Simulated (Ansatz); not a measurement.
# CaGeS3 (model cell, started as cubic perovskite with Ge in the octahedra): a soft mode frozen in

Which phase does CaGeS3 (model cell, started as cubic perovskite with Ge in the octahedra) fall into along its unstable mode, and how much energy does it gain?

Main program and level: Ansatz 0.2.0; DFT PBEsol, scalar-relativistic, plane waves, PAW; PAW set soft_1.

Most raw output is cut from this account.

The structure was built from a prototype and need not be the compound's stable phase.

**1. Starting point**

Symmetry: Pm-3m, No. 221, cubic system. The conventional cell has a = 4.701 Å, b = 4.701 Å, c = 4.701 Å, α = 90.00°, β = 90.00°, γ = 90.00°. Nearest to Ca lie 12 S at 3.32 Å. Nearest to Ge lie 6 S at 2.35 Å. Nearest to S lie 2 Ge at 2.35 Å and 4 Ca at 3.32 Å. Farther neighbours and most contacts between anions are not listed.

**2. Response at finite wavevector**

The cell comes from relaxations at this level that are not shown. Stability and thermal properties need the whole zone. Linear response on a 4×4×4 q mesh gives force constants as far as a supercell of that size would.

File input.yaml:

```yaml
crystal:
  lattice:
    - [4.7007771819, 0.0, 0.0]
    - [0.0, 4.7007771819, 0.0]
    - [0.0, 0.0, 4.7007771819]
  atoms:
    - { symbol: Ca, position: [0.0, 0.0, 0.0] }
    - { symbol: Ge, position: [0.5, 0.5, 0.5] }
    - { symbol: S, position: [0.5, 0.5, 0.0] }
    - { symbol: S, position: [0.5, 0.0, 0.5] }
    - { symbol: S, position: [0.0, 0.5, 0.5] }
kpoints:
  mp_grid: { grid: [8, 8, 8] }
hamiltonian:
  xc: pbesol
  pseudopotentials: { kind: paw, azcp: { folder: soft_1 }, xc_functional: pbe }
scf:
  occupations: { method: methfessel_paxton, width: 0.2 }
output:
  eigenvalues: true
phonons:
  method: dfpt
  qmesh: [4, 4, 4]
  temperatures: { t_max: 1000, t_step: 50 }
  qpath:
    path:
      - [[0.0, 0.0, 0.0], [0.0, 0.5, 0.0], [0.5, 0.5, 0.0], [0.0, 0.0, 0.0], [0.5, 0.5, 0.5], [0.0, 0.5, 0.0]]
      - [[0.5, 0.5, 0.5], [0.5, 0.5, 0.0]]
    npoints: 10
```

Started as:

```bash
ansatz run input.yaml --threads 4 --pin off --max-ram 16384MiB --backend cpu --events-out ev --progress --plain --runs-dir out
```

Elapsed: 18 min, on 4 threads of Arm Neoverse V1, shared host; peak memory 3.1 GiB.

This step gave:

| Property | Result |
| --- | --- |
| volume per atom | 20.77 Å³ |
| gap on the k-mesh | 0 eV |
| sum-rule residual before enforcement | 1.02e-5 eV/Å² |
| lowest frequency on the path | -167.4 cm⁻¹ |
| point group | m-3m |
| highest frequency on the path or at a solved wavevector | 375.9 cm⁻¹ |
| highest optical mode at the zone centre (no LO-TO term) | 317.8 cm⁻¹ |
| lowest optical zone-centre mode | -127.7 cm⁻¹ |
| lowest mode on the q mesh (acoustic modes at Γ apart) | -167.1 cm⁻¹ |

Frequencies (cm⁻¹) solved at each irreducible wavevector; negative means imaginary. Frequencies by wavevector, by row:

```tsv
q in reciprocal lattice units	star	mode 1	mode 2	mode 3	mode 4	mode 13	mode 14	mode 15
0 0 0	1	-127.7	-127.7	-127.7	-92.8	317.8	317.8	317.8
0 0 0.25	6	-140.3	-121.8	-121.8	-118.7	283.7	317.5	317.5
0 0 -0.5	3	-144	-130.3	-125	-125	309.3	318.8	318.8
0 0.25 0.25	12	-159.8	-135	-115.4	-114.7	274.1	310.4	317
0 0.25 -0.5	12	-165.4	-155.3	-126	-118.9	281.7	318.5	326.8
0 -0.5 -0.5	3	-165.5	-165.5	-156.9	-107.4	274	316.2	319.5
0.25 0.25 0.25	8	-154.6	-154.6	-150.4	-104.5	277.5	277.5	340.8
0.25 0.25 -0.5	12	-166.5	-165.8	-149	-103.4	277	282.4	354.6
0.25 -0.5 -0.5	6	-167.1	-167.1	-161.6	-103.6	270.7	273	360.3
-0.5 -0.5 -0.5	1	-166.9	-166.9	-166.9	-102	268.4	268.4	375.9
```

Interpolated from a 4×4×4 q mesh. Phonon branches along the path, in cm⁻¹:

```tsv
point	branch 1	branch 2	branch 3	branch 4	branch 12	branch 13	branch 14	branch 15
Γ	-128	-128	-128	-93	0	318	318	318
halfway	-140	-122	-122	-119	134	284	318	318
X	-144	-130	-125	-125	201	309	319	319
halfway	-165	-155	-126	-119	206	282	318	327
M	-166	-166	-157	-107	211	274	316	320
halfway	-160	-135	-115	-115	145	274	310	317
Γ	-128	-128	-128	-93	0	318	318	318
halfway	-155	-155	-150	-104	154	278	278	341
R	-167	-167	-167	-102	220	268	268	376
halfway	-166	-166	-149	-103	210	277	282	355
X	-144	-130	-125	-125	201	309	319	319
jump to R	-167	-167	-167	-102	220	268	268	376
halfway	-167	-167	-162	-104	215	271	273	360
M	-166	-166	-157	-107	211	274	316	320
```

Symmetry leaves 10 wavevectors to solve. The lowest mode among them, the acoustic zeros apart, lies at q = (0.25, -0.5, -0.5) and is imaginary, 167.1i cm⁻¹, so the energy falls along it.

**3. The mode frozen in, largest atomic shift 0 Å**

The mode followed lies at q = (-0.5, -0.5, -0.5) with frequency 166.9i cm⁻¹ and is 3-fold degenerate, one of the unstable modes though not the softest. At small amplitude the distorted cell has space group no. 140 by a symmetry search on the positions. The undistorted cell that holds it gives the zero of energy on the same k mesh.

System of this step: CaGeS3 (model cell, started as cubic perovskite with Ge in the octahedra). It takes space group Pm-3m (No. 221, cubic). The conventional cell has a = 4.701 Å, b = 4.701 Å, c = 4.701 Å, α = 90.00°, β = 90.00°, γ = 90.00°. Nearest to Ca lie 12 S at 3.32 Å. Nearest to Ge lie 6 S at 2.35 Å. Nearest to S lie 2 Ge at 2.35 Å and 4 Ca at 3.32 Å. Farther neighbours and most contacts between anions are not listed.

input.yaml, the sections that differ from step 2:

```yaml
crystal:
  lattice:
    - [4.7007771819, 4.7007771819, 0.0]
    - [4.7007771819, 0.0, 4.7007771819]
    - [4.7007771819, 0.0, -4.7007771819]
  atoms:
    - { symbol: Ca, position: [0.0, 0.0, 0.0] }
    - { symbol: Ca, position: [0.0, 0.5, 0.5] }
    - { symbol: Ge, position: [0.5, 0.25, 0.75] }
    - { symbol: Ge, position: [0.5, 0.75, 0.25] }
    - { symbol: S, position: [0.5, 0.5, 0.5] }
    - { symbol: S, position: [0.5, 0.0, 0.0] }
    - { symbol: S, position: [0.0, 0.5, 0.0] }
    - { symbol: S, position: [0.0, 0.0, 0.5] }
    - { symbol: S, position: [0.5, 0.5, 0.0] }
    - { symbol: S, position: [0.5, 0.0, 0.5] }
output:
  forces: true
  stress: true
  eigenvalues: true
# kpoints, hamiltonian, scf: as in step 2
# phonons: removed
```

It took 7 s on 4 threads; peak memory 0.69 GiB.

This step gave:

| Quantity | Value |
| --- | --- |
| pressure | 0.009980 GPa |
| energy from the undistorted cell | 0 meV/atom |

The run ends at a pressure of 0.01 GPa.

**4. The mode frozen in, largest atomic shift 0.6 Å**

The atoms are moved along the unstable eigenvector, the largest shift by 0.6 Å, with the cell fixed.

input.yaml, the sections that differ from step 3:

```yaml
crystal:
  lattice:
    - [4.7007771819, 4.7007771819, 0.0]
    - [4.7007771819, 0.0, 4.7007771819]
    - [4.7007771819, 0.0, -4.7007771819]
  atoms:
    - { symbol: Ca, position: [0.0, 0.0, 0.0] }
    - { symbol: Ca, position: [0.0, 0.5, 0.5] }
    - { symbol: Ge, position: [0.5, 0.25, 0.75] }
    - { symbol: Ge, position: [0.5, 0.75, 0.25] }
    - { symbol: S, position: [0.5, 0.5638192342, 0.5638192342] }
    - { symbol: S, position: [0.5, -0.0638192342, -0.0638192342] }
    - { symbol: S, position: [0.0, 0.5, 0.0] }
    - { symbol: S, position: [0.0, 0.0, 0.5] }
    - { symbol: S, position: [0.5, 0.4361807658, 0.0638192342] }
    - { symbol: S, position: [0.5, 0.0638192342, 0.4361807658] }
# kpoints, hamiltonian, scf, output: as in step 3
```

The job ended after 15 s (4 threads; peak memory 0.83 GiB; 58 s of CPU time).

Numbers from this step:

- pressure: -1.205 GPa
- energy from the undistorted cell: -100.3 meV/atom

The energy, extrapolated to zero smearing, is -100.31 meV/atom against the undistorted cell.

The run ends at a pressure of -1.20 GPa, with forces up to 0.20 eV/Å.

**5. Energy along the mode, all amplitudes (two of the runs are shown above)**

An imaginary frequency means negative curvature, so the energy should fall and then rise again as anharmonic terms take over.

This step gave:

```
depth at the lowest point sampled  : 100.3 meV/atom
largest atomic shift at that point : 0.6 Å
```

Table of energy from the parent by largest atomic shift:

```tsv
largest atomic shift (Å)	energy from the parent (meV/atom)
0.000	0
0.040	-0.898
0.080	-3.57
0.140	-10.7
0.220	-25.1
0.320	-47.7
0.450	-77.5
0.600	-100
```

Displacement at unit largest shift by atom:

```tsv
atom	x (Å)	y (Å)	z (Å)	size
Ca1	0.00	0.00	0.00	0.00
Ca2	0.00	0.00	0.00	0.00
Ge3	0.00	0.00	0.00	0.00
Ge4	0.00	0.00	0.00	0.00
S5	1.00	0.00	0.00	1.00
S6	-1.00	0.00	0.00	1.00
S7	0.00	0.00	0.00	0.00
S8	0.00	0.00	0.00	0.00
S9	0.00	0.00	-1.00	1.00
S10	0.00	0.00	1.00	1.00
```

The lowest of the steps tried is the last one, at 0.6 Å, 100 meV/atom below the parent; the bottom of the well need not coincide with a step.

**6. Relaxation from the frozen mode**

Starting from the lowest point found, all atoms and the cell are let go, so that strain and other modes of the same symmetry can join in.

Edit input.yaml of step 4 so:

```diff
@@ -27 +27,6 @@
   eigenvalues: true
+relax:
+  adjacent_minimum: "off"
+  f_tol: 0.002
+  max_steps: 120
+  cell: { stress_tol: 0.03 }
```

It took 1.7 min on 4 threads; peak memory 0.88 GiB; 6.9 min of CPU time.

The steps of the relaxation:

```tsv
step	energy less that of the first step (eV)	largest force component (eV/Å)	pressure (GPa)	volume (Å³)
1	0.0000	0.2044	-1.20	207.75
2	-0.2865	0.0043	0.22	201.14
3	-0.4930	0.0141	0.00	199.96
4	-0.4931	0.0096	0.08	199.78
5	-0.4932	0.0001	0.01	199.97
6*	-0.4932	0.0004	0.01	199.97
7	-0.4932	0.0005	0.00	200.00
8*	-0.4932	0.0005	0.00	200.00
```

Relaxation steps marked * repeat the geometry before them on a plane-wave basis chosen anew for their cell, so energy and pressure can jump there.

Forces are held to the 16 operations that the run works with; a distortion that breaks them can't arise in this run.

```tsv
conventional cell, symmetrised	before	after	change
a (Å)	6.648	6.314	-5.0 %
b (Å)	6.648	6.314	-5.0 %
c (Å)	9.402	10.034	+6.7 %
volume (Å³/atom)	20.77	20.00	-3.7 %
```

The atoms that moved most (Å, as changes of fractional coordinates times the final cell):

```tsv
atom	dx	dy	dz	length
S9	0.000	0.000	-0.163	0.163
S10	0.000	0.000	0.163	0.163
S6	-0.163	0.000	0.000	0.163
S5	0.163	0.000	0.000	0.163
```

Numbers from this step:

```yaml
pressure: -0.001574 GPa
volume_per_atom: 20.00 Å³
```

The distorted start has space group I4/mcm; the relaxation ends in I4/mcm.

**7. The new phase in its own primitive cell**

The relaxed structure is symmetrised, reduced to its primitive cell and relaxed tightly, as its phonons need.

input.yaml, the sections that differ from step 6:

```yaml
crystal:
  lattice:
    - [-3.1568841482, 3.1568841482, 5.0170204773]
    - [3.1568841482, -3.1568841482, 5.0170204773]
    - [3.1568841482, 3.1568841482, -5.0170204773]
  atoms:
    - { symbol: Ca, position: [0.75, 0.25, 0.5] }
    - { symbol: Ca, position: [0.25, 0.75, 0.5] }
    - { symbol: Ge, position: [0.0, 0.0, 0.0] }
    - { symbol: Ge, position: [0.5, 0.5, 0.0] }
    - { symbol: S, position: [0.1679076095, 0.6679076095, 0.8358152189] }
    - { symbol: S, position: [0.8320923905, 0.3320923905, 0.1641847811] }
    - { symbol: S, position: [0.75, 0.75, 0.0] }
    - { symbol: S, position: [0.25, 0.25, 0.0] }
    - { symbol: S, position: [0.6679076095, 0.8320923905, 0.5] }
    - { symbol: S, position: [0.3320923905, 0.1679076095, 0.5] }
relax:
  adjacent_minimum: "off"
  f_tol: 0.001
  max_steps: 60
  cell: { stress_tol: 0.01 }
# kpoints, hamiltonian, scf, output: as in step 6
```

Wall time 30 s (4 threads); peak memory 0.86 GiB; 2 min of CPU time.

Little changed from the start: no atom moved by 0.005 Å and no cell edge by 0.1 %.

This step gave:

| Item | Value |
| --- | --- |
| pressure | -0.001573 GPa |

The largest force component left is 0.32 meV/Å and the pressure is -0.002 GPa, within the tolerances set. The cell now holds 20.00 Å³/atom.

**8. Modes of the new phase**

A relaxed structure may still be a saddle point, so its zone-centre modes are computed. No field response is asked, since the mesh shows no gap.

input.yaml, the sections that differ from step 7:

```yaml
crystal:
  lattice:
    - [-3.1568841482, 3.1568841482, 5.0170204773]
    - [3.1568841482, -3.1568841482, 5.0170204773]
    - [3.1568841482, 3.1568841482, -5.0170204773]
  atoms:
    - { symbol: Ca, position: [0.75, 0.25, 0.5] }
    - { symbol: Ca, position: [0.25, 0.75, 0.5] }
    - { symbol: Ge, position: [0.0, 0.0, 0.0] }
    - { symbol: Ge, position: [0.5, 0.5, 0.0] }
    - { symbol: S, position: [0.1679076095, 0.6679076095, 0.835815219] }
    - { symbol: S, position: [0.8320923905, 0.3320923905, 0.164184781] }
    - { symbol: S, position: [0.75, 0.75, 0.0] }
    - { symbol: S, position: [0.25, 0.25, 0.0] }
    - { symbol: S, position: [0.6679076095, 0.8320923905, 0.5] }
    - { symbol: S, position: [0.3320923905, 0.1679076095, 0.5] }
output:
  eigenvalues: true
phonons:
  method: dfpt
# kpoints, hamiltonian, scf: as in step 7
# relax: removed
```

Elapsed: 16 min, on 4 threads; peak memory 7.5 GiB.

Numbers from this step:

```yaml
sum_rule_residual_before_enforcement: 6.61e-5 eV/Å²
point_group: 4/mmm
highest_optical_mode_at_the_zone_centre_no_lo_to_term: 329.4 cm⁻¹
lowest_optical_zone_centre_mode: -180.3 cm⁻¹
```

Patterns of degenerate modes are one choice out of their space. The modes at Γ (shares of kinetic energy by element, %) (negative means imaginary):

```tsv
mode	frequency (cm⁻¹)	symmetry	Ca %	Ge %	S %
1	-180.3	A2u	1	60	39
2	-90.5	Eg	24	0	76
3	-90.5	Eg	24	0	76
4	-38.4	Eu	14	3	82
5	-38.4	Eu	14	3	82
6	0.0	acoustic	19	35	46
7	0.0	acoustic	19	35	46
8	0.0	acoustic	19	35	46
9	82.5	Eu	44	44	12
10	82.5	Eu	44	44	12
11	114.0	Eg	75	0	25
12	114.0	Eg	75	0	25
13	118.5	Eu	22	27	50
14	118.5	Eu	22	27	50
15	150.5	B2g	91	0	9
16	165.4	A2g	0	0	100
17	169.4	A2u	73	5	22
18	175.6	A1u	0	100	0
19	176.6	B1u	0	0	100
20	180.1	Eg	1	0	99
21	180.1	Eg	1	0	99
22	181.4	A1g	0	0	100
23	224.7	B1g	0	0	100
24	244.5	B2g	9	0	91
25	259.8	Eu	0	75	25
26	259.8	Eu	0	75	25
27	265.9	A2u	7	0	93
28	322.8	Eu	0	16	84
29	322.8	Eu	0	16	84
30	329.4	A2g	0	0	100
```

Displacements in mode 1 (-180.3 cm⁻¹), the largest set to 1:
```
Ca1  0.00  0.00 -0.15
Ca2  0.00  0.00 -0.15
Ge3  0.00  0.00  1.00
Ge4  0.00  0.00  1.00
S5   0.00  0.00 -0.63
S6   0.00  0.00 -0.63
S7   0.00  0.00 -0.82
S8   0.00  0.00 -0.82
S9   0.00  0.00 -0.63
S10  0.00  0.00 -0.63
```

Displacements in mode 29 (322.8 cm⁻¹), the largest set to 1:
```
Ca1  0.00  0.00  0.00
Ca2  0.00  0.00  0.00
Ge3 -0.43 -0.20  0.00
Ge4 -0.43  0.19  0.00
S5   0.56 -0.99  0.00
S6   0.56 -0.99  0.00
S7  -0.16  0.00  0.00
S8  -0.16  0.00  0.00
S9   0.57  1.00  0.00
S10  0.57  1.00  0.00
```

Before it was imposed, the acoustic sum rule was missed by 6.6e-5 eV/Å². Small misses are needed for a sound result but don't prove that mesh and cutoff are converged. The lowest optical mode is imaginary, 180.3i cm⁻¹, so the energy falls along it.

**9. What came out**

```yaml
unstable_mode_of_the_parent: q = (-0.5, -0.5, -0.5), 167i cm⁻¹
depth_at_the_lowest_point_sampled: 100 meV/atom
largest_atomic_shift_at_that_point: 0.6 Å
space_group_reached_within_0p01_a: I4/mcm
energy_gained_over_the_parent_first_relaxation_on_the_mesh_of_the_frozen_mode: 150 meV/atom
volume_per_atom_phase_reached: 20.0 Å³
lowest_optical_zone_centre_mode_phase_reached: -180 cm⁻¹
highest_optical_mode_at_the_zone_centre_no_lo_to_term_phase_reached: 329 cm⁻¹
```

Along this mode the structure falls into I4/mcm, 150 meV/atom below the parent. At the parent's cell the well is 100.3 meV/atom deep on the steps tried, with its lowest point at a shift of 0.6 Å. That is the last step tried, so the steps alone don't bracket the bottom of the well. Relaxing atoms and cell changes the gain by +50.00 meV/atom against the lowest step (energies at zero smearing). The new phase still has an imaginary mode at the zone centre of its cell, so it is a saddle point on the way to a lower structure. Of the 6 patterns followed to their end from this parent, this one ends 31.3 meV/atom above the lowest, R-3c. Each path keeps the symmetry of its pattern, so a lower phase may lie along a pattern not tried. With no gap, or one that is small against the smearing, the frequencies hang on the k mesh and the smearing, most of all near Kohn anomalies. A semilocal functional can close a gap that the real compound would have, so the metallic treatment may be an artefact of the level. The PAW files were made for PBE and serve the other functionals too. The starting cell was built on a prototype and not taken from a measurement, so the phase need not exist.

[Logs are printed without paths, hosts, clocks, repeated set-up lines and the standing remarks that a program may print on its own settings, such as how far it seeks lower states.]

[Hosts, paths, dates, database ids (printed as entryN), source tags and the programs' standing remarks are cut or masked in the printed files.]
